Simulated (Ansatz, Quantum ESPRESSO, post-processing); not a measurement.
# Conductance against width: vacuum gaps between two Li(100) faces, part 5 of 5

Aim: how the conductance falls as the barrier grows, for vacuum gaps between two Li(100) faces.

Quantum ESPRESSO 7.5; plane-wave DFT, LDA, GBRV ultrasoft pseudopotentials; cross-check by Ansatz 0.2.0 with PAW datasets.

So far. Step 12 (The open system, 8 Å): T goes from 0.0237 to 0.00492, a factor of 4.8. Step 13 (The same in Ansatz, 8 Å): Ansatz finds T = 0.00498 against pwcond's 0.00492.

### Step 14. Self-consistent run, 9 Å

Level of this step: plane-wave DFT, LDA, GBRV ultrasoft pseudopotentials (Quantum ESPRESSO 7.5).

j4.scf.in

```
&control
  prefix = 'j4.scf'
  outdir = './out'
  pseudo_dir = './pseudo'
  calculation = 'scf'
  tprnfor = .true.
/
&system
  ibrav = 0
  nat = 16
  ntyp = 1
  ecutwfc = 40
  ecutrho = 200
  occupations = 'smearing'
  smearing = 'mv'
  degauss = 0.01
/
&electrons
  conv_thr = 1e-07
  mixing_beta = 0.25
  electron_maxstep = 120
  mixing_mode = 'local-TF'
/
ATOMIC_SPECIES
  Li  6.9400  li_lda_v1.4.uspp.F.UPF
CELL_PARAMETERS angstrom
  3.44000000000000 0.00000000000000 0.00000000000000
  0.00000000000000 3.44000000000000 0.00000000000000
  0.00000000000000 0.00000000000000 34.80000000000000
ATOMIC_POSITIONS crystal
  Li  0.000000000000 0.000000000000 0.000000000000
  Li  0.500000000000 0.500000000000 0.049425287356
  Li  0.000000000000 0.000000000000 0.098850574713
  Li  0.500000000000 0.500000000000 0.148275862069
  Li  0.000000000000 0.000000000000 0.197701149425
  Li  0.500000000000 0.500000000000 0.247126436782
  Li  0.000000000000 0.000000000000 0.296551724138
  Li  0.500000000000 0.500000000000 0.345977011494
  Li  0.000000000000 0.000000000000 0.604597701149
  Li  0.500000000000 0.500000000000 0.654022988506
  Li  0.000000000000 0.000000000000 0.703448275862
  Li  0.500000000000 0.500000000000 0.752873563218
  Li  0.000000000000 0.000000000000 0.802298850575
  Li  0.500000000000 0.500000000000 0.851724137931
  Li  0.000000000000 0.000000000000 0.901149425287
  Li  0.500000000000 0.500000000000 0.950574712644
K_POINTS automatic
  7 7 1 0 0 0
```

Run with:

```sh
$ OMP_NUM_THREADS=1 mpirun -n 4 pw.x -nk 2 -in j4.scf.in > j4.scf.out
```

The program printed:

```text
[banner, memory and clock lines left out]
Program PWSCF v.7.5 starts
[...]
Message from routine setup:
[...]
number of electrons       =        48.00
     number of Kohn-Sham states=           29
     kinetic-energy cutoff     =      40.0000  Ry
     charge density cutoff     =     200.0000  Ry
[...]
number of k points=    10  Marzari-Vanderbilt smearing, width (Ry)=  0.0100
[...]
Dense  grid:   132969 G-vectors     FFT dimensions: (  30,  30, 300)
[...]
Starting wfcs are   80 randomized atomic wfcs
[...]
estimated scf accuracy    <       3.21638076 Ry
[...]
estimated scf accuracy    <       2.14759867 Ry
[...]
estimated scf accuracy    <       0.13760393 Ry
[...]
estimated scf accuracy    <       0.23720441 Ry
[...]
estimated scf accuracy    <       1.10180687 Ry
[...]
negative rho (up, down):  1.248E-04 0.000E+00
[...]
estimated scf accuracy    <       0.56920619 Ry
[...]
negative rho (up, down):  1.075E-04 0.000E+00
[...]
estimated scf accuracy    <       0.16975848 Ry
[...]
negative rho (up, down):  9.435E-06 0.000E+00
[...]
estimated scf accuracy    <       0.10771056 Ry
[...]
negative rho (up, down):  7.683E-08 0.000E+00
[...]
estimated scf accuracy    <       0.03088652 Ry
[...]
estimated scf accuracy    <       0.01546912 Ry
[...]
negative rho (up, down):  2.171E-07 0.000E+00
[...]
estimated scf accuracy    <       0.00940026 Ry
[...]
estimated scf accuracy    <       0.01168240 Ry
[...]
estimated scf accuracy    <       0.00645054 Ry
[...]
estimated scf accuracy    <       0.01777532 Ry
[...]
estimated scf accuracy    <       0.01317688 Ry
[...]
estimated scf accuracy    <       0.01495222 Ry
[...]
negative rho (up, down):  1.854E-07 0.000E+00
[...]
estimated scf accuracy    <       0.00088656 Ry
[...]
negative rho (up, down):  1.613E-07 0.000E+00
[...]
estimated scf accuracy    <       0.00169376 Ry
[...]
estimated scf accuracy    <       0.00056960 Ry
[...]
estimated scf accuracy    <       0.00037207 Ry
[...]
estimated scf accuracy    <       0.00008441 Ry
[...]
estimated scf accuracy    <       0.00013773 Ry
[...]
estimated scf accuracy    <       0.00008532 Ry
[...]
estimated scf accuracy    <       0.00002232 Ry
[...]
estimated scf accuracy    <       0.00000298 Ry
[...]
estimated scf accuracy    <       0.00000467 Ry
[...]
estimated scf accuracy    <       0.00000039 Ry
[...]
estimated scf accuracy    <       0.00000279 Ry
[...]
estimated scf accuracy    <       0.00000024 Ry
[...]
the Fermi energy is     0.0668 ev
!    total energy              =    -228.65069592 Ry
     estimated scf accuracy    <       0.00000001 Ry
     smearing contrib. (-TS)   =       0.00022839 Ry
     internal energy E=F+TS    =    -228.65092430 Ry
[...]
one-electron contribution =    -486.52639759 Ry
     hartree contribution      =     222.10261936 Ry
     xc contribution           =     -50.69764826 Ry
     ewald contribution        =      86.47050218 Ry
     convergence has been achieved in  30 iterations
[...]
Total force =     0.005747     Total SCF correction =     0.000157
[...]
```

Run time: 48 s. Hardware: 4 MPI ranks of Arm Neoverse V2, shared host; peak memory 0.5 GiB.

Numbers from this step:

```
free energy  : -3110.9512 eV
Fermi energy : 0.0668 eV
```

### Step 15. Transmission with pwcond.x, 9 Å

j4.cond.in

```
&inputcond
  outdir = './out'
  prefixt = 'j4.scf'
  tran_file = 'j4.cond.dat'
  bdl = 2.0000000000
  bds = 10.1162790698
  ikind = 1
  ewind = 4.0
  epsproj = 1e-05
  nz1 = 7
  energy0 = 0.4
  denergy = -0.4
/
15
  0.00000000 0.00000000 0.01562500
  0.00000000 0.12500000 0.06250000
  0.00000000 0.25000000 0.06250000
  0.00000000 0.37500000 0.06250000
  0.00000000 0.50000000 0.03125000
  0.12500000 0.12500000 0.06250000
  0.12500000 0.25000000 0.12500000
  0.12500000 0.37500000 0.12500000
  0.12500000 0.50000000 0.06250000
  0.25000000 0.25000000 0.06250000
  0.25000000 0.37500000 0.12500000
  0.25000000 0.50000000 0.06250000
  0.37500000 0.37500000 0.06250000
  0.37500000 0.50000000 0.06250000
  0.50000000 0.50000000 0.01562500
3
```

Run with:

```sh
$ OMP_NUM_THREADS=1 mpirun -n 4 pwcond.x -in j4.cond.in > j4.cond.out
```

The program printed:

```text
[banner, memory and clock lines left out]
Program PWCOND v.7.5 starts
[citation notice left out]

[...]
./out/j4.scf.save/

     IMPORTANT: XC functional enforced from input :
     Exchange-correlation= PZ
                           (   1   1   0   0   0   0   0)
     Any further DFT definition will be discarded
     Please, verify this is what you really want

     Reading collected, re-writing distributed wavefunctions

===== INPUT FILE containing all the regions =====

     GEOMETRY:

     lattice parameter (alat)  =       6.5007  a.u.
[...]
Nchannels of the left tip =            0
 Right moving states:
   k1(2pi/a)   k2(2pi/a)   E-Ef (eV)
 Left moving states:
   k1(2pi/a)   k2(2pi/a)   E-Ef (eV)

 to transmit
          E-Ef(ev), T =    0.0000000   0.0000000
---  E-Ef =   -0.4000000  k =    0.5000000   0.5000000
---  ie =          3  ik =         15
 Nchannels of the left tip =            0
 Right moving states:
   k1(2pi/a)   k2(2pi/a)   E-Ef (eV)
 Left moving states:
   k1(2pi/a)   k2(2pi/a)   E-Ef (eV)

 to transmit
          E-Ef(ev), T =   -0.4000000   0.0000000
   T_tot     0.40000      0.48244E-02
   T_tot     0.00000      0.18406E-02
   T_tot    -0.40000      0.64198E-03

[...]
```

Wall time 25 s (4 MPI ranks); peak memory 0.23 GiB.

This step gave:

| Item | Value |
| --- | --- |
| transmission at the Fermi level, one spin | 9.20e-4 |
| conductance | 9.20e-4 G₀ |

Per spin; mean over the k mesh across the current. Table of transmission, zone mean by energy, zero at the Fermi level:

| energy (eV) | transmission, zone mean |
| --- | --- |
| -0.400 | 3.2e-4 |
| 0.000 | 9.2e-4 |
| 0.400 | 0.00241 |

T goes from 0.00492 to 9.2e-4, a factor of 5.3.

### Step 16. The same in Ansatz, 9 Å

Level of this step: plane-wave DFT, LDA, Ansatz PAW (Ansatz 0.2.0).

input.yaml

```yaml
crystal:
  lattice:
    - [3.44, 0.0, 0.0]
    - [0.0, 3.44, 0.0]
    - [0.0, 0.0, 34.8]
  atoms:
    - { symbol: Li, position: [0.0, 0.0, 0.0] }
    - { symbol: Li, position: [0.5, 0.5, 0.0494252874] }
    - { symbol: Li, position: [0.0, 0.0, 0.0988505747] }
    - { symbol: Li, position: [0.5, 0.5, 0.1482758621] }
    - { symbol: Li, position: [0.0, 0.0, 0.1977011494] }
    - { symbol: Li, position: [0.5, 0.5, 0.2471264368] }
    - { symbol: Li, position: [0.0, 0.0, 0.2965517241] }
    - { symbol: Li, position: [0.5, 0.5, 0.3459770115] }
    - { symbol: Li, position: [0.0, 0.0, 0.6045977011] }
    - { symbol: Li, position: [0.5, 0.5, 0.6540229885] }
    - { symbol: Li, position: [0.0, 0.0, 0.7034482759] }
    - { symbol: Li, position: [0.5, 0.5, 0.7528735632] }
    - { symbol: Li, position: [0.0, 0.0, 0.8022988506] }
    - { symbol: Li, position: [0.5, 0.5, 0.8517241379] }
    - { symbol: Li, position: [0.0, 0.0, 0.9011494253] }
    - { symbol: Li, position: [0.5, 0.5, 0.9505747126] }
kpoints:
  mp_grid: { grid: [7, 7, 1] }
hamiltonian:
  xc: lda
scf:
  occupations: { method: fermi_dirac, width: 0.1 }
  convergence: { dr2_threshold: 1.0e-08 }
output:
  transmission: { leads: [[0, 2]], e_range: [-0.4, 0.4], de: 0.4, kmesh: [8, 8] }
  write_potential: true
  write_density: true
  volumetric_format: npy
  elf: true
```

Run with:

```sh
$ ansatz run input.yaml --threads 4 --pin off --max-ram 8192MiB --backend cpu --events-out ev --progress --plain --runs-dir out
```

The program printed:

```text
[...]
Crystal: 16 atoms, lattice volume = 411.809 Å³
Basis set: ecut = 420 eV, 8025 PW (Γ)
Bands: 40, of which v1, the nominal top of the filled ones, is band 24 counted from 1 (23 counted from 0)
Symmetry: 16 space group operations
[...]
k-points: 10 of 49
[...]
k-point 9: bands = [... 20 lower, 0.5347, 0.6576, 0.7654, 0.8592, 1.1450, 1.1546, 1.5260, 1.5978, ... 12 higher]
--- Transmission ---
  basis      : 101 plane waves across, 44 finite elements along
  points     : 15, standing for a mesh of 8 x 8
[...]
channels       : 1.203125e0 a spin
[...]
slowest decay  : 0.2462 /Å at (0.5000, 0.5000)
  junction   : crystal 0 to crystal 0, -0.16 to 31.20 Å
    transmission   : 9.354058e-4 a spin
[...]
[key lines of the parts left out:]
SCF converged after 7 iterations
Free energy (F): -3225.474209 eV
Fermi energy:    0.140753 eV
```

Elapsed: 14 s, on 4 threads; peak memory 0.84 GiB.

Read from the output:

- free energy: -3225.4742 eV
- energy at zero smearing: -3225.3263 eV
- smearing term TS: 0.2958 eV
- Fermi energy: 0.1408 eV
- transmission at the Fermi level, one spin: 9.35e-4

Per spin; mean over the k mesh across the current. The transmission, zone mean by energy, zero at the Fermi level:

| energy (eV) | transmission, zone mean |
| --- | --- |
| -0.400 | 3.3e-4 |
| 0.000 | 9.4e-4 |
| 0.400 | 0.00246 |

Ansatz finds T = 9.4e-4 against pwcond's 9.2e-4.

### Step 17. The series side by side

All levels:

| level | T by pwcond | T by Ansatz | lead channels | CPU time (s) |
| --- | --- | --- | --- | --- |
| 5 Å | 0.2416 | 0.2421 | 1.203 | 216.2 |
| 6 Å | 0.08872 | 0.08893 | 1.203 | 240.6 |
| 7 Å | 0.02373 | 0.02357 | 1.203 | 265.5 |
| 8 Å | 0.00492 | 0.004982 | 1.203 | 254.9 |
| 9 Å | 9.20e-4 | 9.35e-4 | 1.203 | 291.8 |

### Step 18. By hand

For the narrowest barrier, the Landauer sum over the mesh, Σ w T = 0.1250 × 0.427 + 0.0625 × 0.804 + 0.0625 × 0.722 + … = 0.2416.

G = 0.242 × 77.48 µS = 18.7 µS a cell. Times the area of 11.834 Å², the resistance-area product is A/G = 6.32 fΩ m², the leads' contact resistance included.

Free electrons at 1 an atom (4 atoms in 81.4 Å³) have k_F = 1.133 1/Å and offer A k_F²/4π = 1.21 channels per spin; the lead has 1.20 on this mesh.

κ = ln(T₁/T₂)/(2Δd) = ln(0.00492/0.0009203)/(2 × 1 Å) = 0.84 1/Å.

### Step 19. Results

```
conductance a cell at 5 Å                 : 0.242 G₀
conductance a cell at 6 Å                 : 0.0887 G₀
conductance a cell at 7 Å                 : 0.0237 G₀
conductance a cell at 8 Å                 : 0.00492 G₀
conductance a cell at 9 Å                 : 9.2e-4 G₀
fall of ln T per Å over the last interval : 1.68
```

The conductance goes from 0.242 G₀ at 5 Å to 9.2e-4 G₀ at 9 Å (LDA, GBRV ultrasoft). Interval by interval ln T falls by 1.00, 1.32, 1.57 and 1.68 per Å. The last interval gives κ = 0.84 1/Å in T ∝ exp(−2κd), an apparent barrier of (κ/0.512)² = 2.7 eV. Ansatz follows the series within a factor of 1.02. Points with over 2.5 times the mean carry up to 80 % of T, so the means lean on few points, and the mesh was not tested. The geometries are as built, not relaxed, and the leads are short. Semilocal functionals lack the image potential in a vacuum gap.

[Logs are printed without paths, hosts, clocks, repeated set-up lines and the standing remarks that a program may print on its own settings, such as how far it seeks lower states.]

[Hosts, paths, dates, database ids (printed as entryN), source tags and the programs' standing remarks are cut or masked in the printed files.]

[Maps of the electrostatic potential energy from Ansatz leave out the sawtooth potential of an applied field or a dipole correction, so their vacuum need not be flat; planar profiles and work functions include it.]
